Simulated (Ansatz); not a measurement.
# PbF2 (Fm-3m): refractive index against wavelength

The refractive index of PbF2 (Fm-3m) below the direct gap (4.57 eV on the mesh) is read from one computed spectrum, n = √(Re ε).

Cell: a, b, c = 4.191, 4.191, 4.191 Å (primitive vectors), 3 atoms.

Method: Ansatz 0.2.0, PBE, independent particles, k-mesh 8×8×8 with interpolation inside its cells, Gaussian parameter 0.1 eV.

Launch of the response step: `ansatz run input.yaml --threads 4 --pin off --max-ram 8192MiB --backend cpu --events-out ev --progress --plain --runs-dir out`. The run took 6 s, on 4 threads of Intel(R) Xeon(R) Platinum 8259CL CPU @ 2.50GHz (Skylake/Cascade Lake) (shared host).

```
wavelength (nm)  photon energy E (eV)       n
           1064                 1.165  1.9461
            850                 1.459  1.9560
            700                 1.771       ?
            633                 1.959  1.9792
            532                 2.331  2.0028
            450                 2.755  2.0385
            405                 3.061  2.0717
```

In the single-oscillator model n² − 1 = E₀E_d/(E₀² − E²), so 1/(n² − 1) = E₀/E_d − E²/(E₀E_d) is linear in E².

Working, on the rows shown:

| x = E² (eV²) | y = 1/(n² − 1) |
| --- | --- |
| 1.35784 | 0.358769 |
| 2.12762 | 0.353865 |
| 3.83641 | 0.342791 |
| 5.43137 | 0.332093 |
| 7.59115 | 0.316909 |
| 9.37179 | 0.303772 |

Means: x̄ = 4.9527, ȳ = 0.3347. Σ(x − x̄)(y − ȳ) = -0.3346, Σ(x − x̄)² = 48.87. Slope = -0.3346 / 48.87 = -0.006846; intercept = ȳ − slope · x̄ = 0.36861. Turned back into n, the line misses the rows shown by at most 0.0018.

Q: What does the fit predict for the withheld row, and how well does it do?

A: At x = 3.1372 the line gives y = 0.34713, that is 1.9700. The run gave 1.9695, so the interpolation is off by 0.00047, 0.4 % of the range in the table.

Refitted with all rows, the slope is -0.006853 and the intercept 0.36867. These give E₀ = √(intercept/−slope) = 7.33 eV and E_d = E₀/intercept = 19.9 eV; E₀ is 1.6 times the direct gap. The electronic limit at long wavelengths, without lattice vibrations, is n = √(1 + 1/intercept) = 1.927. The cell comes from an older database entry, whose edges can be off by a per cent or so. Excitons are left out and so are local fields. Spin-orbit coupling is left out.

[Logs are printed without paths, hosts, clocks, repeated set-up lines and the standing remarks that a program may print on its own settings, such as how far it seeks lower states.]
